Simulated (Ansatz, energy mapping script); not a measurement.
# EuZn2P2: energy mapping under PBEsol+U (9 eV), part 3 of 3

Wanted: the magnetic order of EuZn2P2, its couplings and an estimate of its ordering temperature, by PBEsol+U (9 eV).

PBEsol with U = 9 eV on Eu f, ortho-atomic projectors; plane waves, U on orthogonalised atomic orbitals unless named otherwise, collinear spin, no spin–orbit coupling.

So far. Step 8 (Run 6 (compensated +−; cell C, 10 atoms)): The run ends antiferromagnetic, 4.13 meV a magnetic atom above the parallel order of its cell (energies taken at zero occupation width, not the printed F). Step 9 (Run 7 (parallel; cell D, 15 atoms)): The run ends ferromagnetic. For each magnetic atom its energy differs from the parallel run of the first cell by 0.02 meV, an error that one common reference would have brought in.

### Step 10. Uncompensated ++− start in cell D (15 atoms)

This order reverses 0 of the 6 neighbours at 4.06 Å, 1.33 of the 2 neighbours at 6.91 Å and 8 of the 12 neighbours at 8.02 Å, counted for an average magnetic atom.

The input, input.yaml:

```yaml
crystal:
  lattice:
    - [4.064188119, 0.0, 0.0]
    - [-2.032094059, 3.519690156, 0.0]
    - [0.0, 0.0, 20.73218112]
  atoms:
    - { symbol: Eu, position: [0.0, 0.0, 0.0], spin: 7.0 }
    - { symbol: Eu, position: [0.0, 0.0, 0.333333333], spin: 7.0 }
    - { symbol: Eu, position: [0.0, 0.0, 0.666666667], spin: -7.0 }
    - { symbol: Zn, position: [0.666666667, 0.333333333, 0.121980477] }
    - { symbol: Zn, position: [0.666666667, 0.333333333, 0.45531381] }
    - { symbol: Zn, position: [0.666666667, 0.333333333, 0.788647143] }
    - { symbol: Zn, position: [0.333333333, 0.666666667, 0.211352857] }
    - { symbol: Zn, position: [0.333333333, 0.666666667, 0.54468619] }
    - { symbol: Zn, position: [0.333333333, 0.666666667, 0.878019523] }
    - { symbol: P, position: [0.666666667, 0.333333333, 0.243255393] }
    - { symbol: P, position: [0.666666667, 0.333333333, 0.576588727] }
    - { symbol: P, position: [0.666666667, 0.333333333, 0.90992206] }
    - { symbol: P, position: [0.333333333, 0.666666667, 0.09007794] }
    - { symbol: P, position: [0.333333333, 0.666666667, 0.423411273] }
    - { symbol: P, position: [0.333333333, 0.666666667, 0.756744607] }
magnetization:
  spin_polarized: true
kpoints:
  mp_grid: { grid: [8, 8, 2] }
hamiltonian:
  xc: pbesol
  hubbard:
    sites:
      - { species: Eu, l: f, u_eff: 9.0 }
      - { site: 0, l: f, u_eff: 9.0, starting_ns: [{ spin: up, occupation_matrix: eu1_major }, { spin: down, occupation_matrix: eu1_minor }] }
      - { site: 1, l: f, u_eff: 9.0, starting_ns: [{ spin: up, occupation_matrix: eu1_major }, { spin: down, occupation_matrix: eu1_minor }] }
      - { site: 2, l: f, u_eff: 9.0, starting_ns: [{ spin: up, occupation_matrix: eu1_minor }, { spin: down, occupation_matrix: eu1_major }] }
    projectors: ortho-atomic
    occupation_matrices:
      eu1_major:
        matrix:
          - [0.995, 0.0, 0.0, 0.0, 0.0, 0.0, 0.001]
          - [0.0, 0.993, 0.0, 0.0, -0.002, 0.0, 0.0]
          - [0.0, 0.0, 0.993, -0.002, 0.0, 0.0, 0.0]
          - [0.0, 0.0, -0.002, 0.993, 0.0, 0.0, 0.0]
          - [0.0, -0.002, 0.0, 0.0, 0.993, 0.0, 0.0]
          - [0.0, 0.0, 0.0, 0.0, 0.0, 0.995, 0.0]
          - [0.001, 0.0, 0.0, 0.0, 0.0, 0.0, 0.994]
      eu1_minor:
        matrix:
          - [0.002, 0.0, 0.0, 0.0, 0.0, 0.0, -0.001]
          - [0.0, 0.001, 0.0, 0.0, 0.0, 0.0, 0.0]
          - [0.0, 0.0, 0.001, 0.0, 0.0, 0.0, 0.0]
          - [0.0, 0.0, 0.0, 0.002, 0.0, 0.0, 0.0]
          - [0.0, 0.0, 0.0, 0.0, 0.002, 0.0, 0.0]
          - [0.0, 0.0, 0.0, 0.0, 0.0, 0.001, 0.0]
          - [-0.001, 0.0, 0.0, 0.0, 0.0, 0.0, 0.002]
scf:
  occupations: { method: fermi_dirac, width: 0.1 }
output:
  eigenvalues: true
```

On the command line:

```
$ ansatz run input.yaml --threads 4 --pin off --max-ram 8192MiB --backend cpu --events-out ev --progress --plain --runs-dir out
```

Numbers of over 12 decimals in the logs are rounded to 6 here.

What it wrote:

```text
[...]
Crystal: 15 atoms, lattice volume = 296.567 Å³
Basis set: ecut = 420 eV, 5805 PW (Γ)
Bands: 105, of which v1, the nominal top of the filled ones, is band 77 counted from 1 (76 counted from 0)
Symmetry: 12 space group operations
[...]
k-points: 20 of 128
[...]
Starting moments: Σ|m| = 21 μB on 3 of 15 sites
[...]
k-point 0 ↑: bands = [... 73 lower, 9.1423, 9.1423, 9.3221, 9.3221, 9.7902, 9.8126, 9.8126, 10.3755, ... 24 higher]
  k-point 1 ↑: bands = [... 73 lower, 8.8890, 9.0420, 9.2350, 9.5536, 9.5536, 9.7051, 9.7051, 10.3688, ... 24 higher]
  k-point 2 ↑: bands = [... 73 lower, 8.5696, 8.7172, 8.7276, 8.7790, 9.2643, 9.4080, 9.4328, 10.9433, ... 24 higher]
  k-point 19 ↓: bands = [... 73 lower, 11.5490, 12.1347, 12.1711, 12.2398, 12.7346, 12.7531, 13.4104, 13.4200, ... 24 higher]
Occupation matrices written to <dir>
[key lines of the parts left out:]
SCF converged after 15 iterations
Magnetization: 6.9997 μB (79.9999 up, 73.0001 down)
Free energy (F): -50128.726595 eV
Fermi energy:    9.926950 eV
```

Run time: 38 s. Hardware: 4 threads of Arm Neoverse V2, shared host; peak memory 1.9 GiB.

The run ends ferrimagnetic, 0.61 meV a magnetic atom below the parallel order of its cell (energies taken at zero occupation width, not the printed F).

### Step 11. Mapping onto a Heisenberg model

Each energy difference is a sum of couplings weighted by the pairs that the order reverses. A few near shells are fitted to the differences by least squares. Energies are those extrapolated to zero occupation width, not the free energies F.

The orders that converged (zero: parallel moments in the same cell):

```csv
order,atoms,energy (meV a magnetic atom),moments (μB),moments kept as typed,"opposed neighbours at 4.06, 6.91, 8.02 Å"
parallel in cell A,10,0.00,6.89,yes,"0, 0, 0"
compensated +− in cell A,10,3.68,6.89,yes,"4, 0, 8"
parallel in cell B,10,0.00,6.89,yes,"0, 0, 0"
compensated +− in cell B,10,-0.86,6.89,yes,"0, 2, 12"
parallel in cell C,10,0.00,6.89,yes,"0, 0, 0"
compensated +− in cell C,10,4.13,6.89,yes,"4, 2, 4"
parallel in cell D,15,0.00,6.89,yes,"0, 0, 0"
uncompensated ++− in cell D,15,-0.61,6.89,yes,"0, 1.33, 8"
```

The Heisenberg fit (each pair counts twice, positive J is ferromagnetic):

| pair | distance (Å) | neighbours | J (meV) |
| --- | --- | --- | --- |
| Eu–Eu | 4.06 | 6 | 0.543 |
| Eu–Eu | 6.91 | 2 | 0.0300 |
| Eu–Eu | 8.02 | 12 | -0.0415 |

These orders cannot tell some unfitted shells from fitted ones: the value at 4.06 Å holds J(4.06) + J(7.04); other unfitted shells add to the values wholly or in part. No temperature is drawn.

The script's first fit left out a shell that the energies need; these couplings were computed anew from the same energies.

### Step 12. Against another level

The first set of orders, under PBEsol+U (1.5 eV), took 21 min of CPU time summed over its finished orders (seed run apart), these 17 min.

```csv
quantity,this set,first set
"J at 4.06 Å, meV",0.543,2.39
"J at 6.91 Å, meV",0.0300,0.254
"J at 8.02 Å, meV",-0.0415,0.121
```

The coupling that led in the first set goes from 2.39 to 0.543 meV.

### Step 13. Summary of results

* lowest order tried: compensated +− in cell B
* largest fitted value (a combination of shells), Eu–Eu at 4.06 Å: 0.543 meV

**Reading.** Of the orders tried, EuZn2P2 prefers the order “compensated +− in cell B” under PBEsol+U (9 eV), with 0 of 6 neighbours at 4.06 Å, 2 of 2 neighbours at 6.91 Å and 12 of 12 neighbours at 8.02 Å opposed. The margin is only 0.86 meV a magnetic atom, within reach of the numerical errors of such runs. The next opposed order lies only 0.25 meV higher, so the two are not resolved. The coupling at 4.06 Å is 0.23 times that of the first set, at 0.83 times the CPU time. The largest fitted value is 0.54 meV, at 4.06 Å. It is a combination of shells that these orders cannot split, so neither its size nor its sign can be laid on that pair alone. The orders also reverse pairs at 7.04 Å, which are not fitted, so the fitted values hold their part too. No fitted order reverses the pairs at 8.13 Å, so their coupling is unknown and is set to zero in the model. The 4 differences hold only 3 independent equations for a pair model, so the fit of 3 couplings has none to spare and its small miss tests the pair form alone. Moments change by under 0.1 % against the parallel run of the same cell, so their size stays put. With a near shell that the orders cannot separate, no temperature is given.

[Logs and program files are shortened in this print: banners, set-up blocks, solver, clock and traceback lines can be left out without a mark of their own.]

[Logs are printed without paths, hosts, clocks, repeated set-up lines and the standing remarks that a program may print on its own settings, such as how far it seeks lower states.]

[Hosts, paths, dates, database ids (printed as entryN), source tags and the programs' standing remarks are cut or masked in the printed files.]

[Where a cell is said to come from a database of computed structures, the database is the Materials Project.]
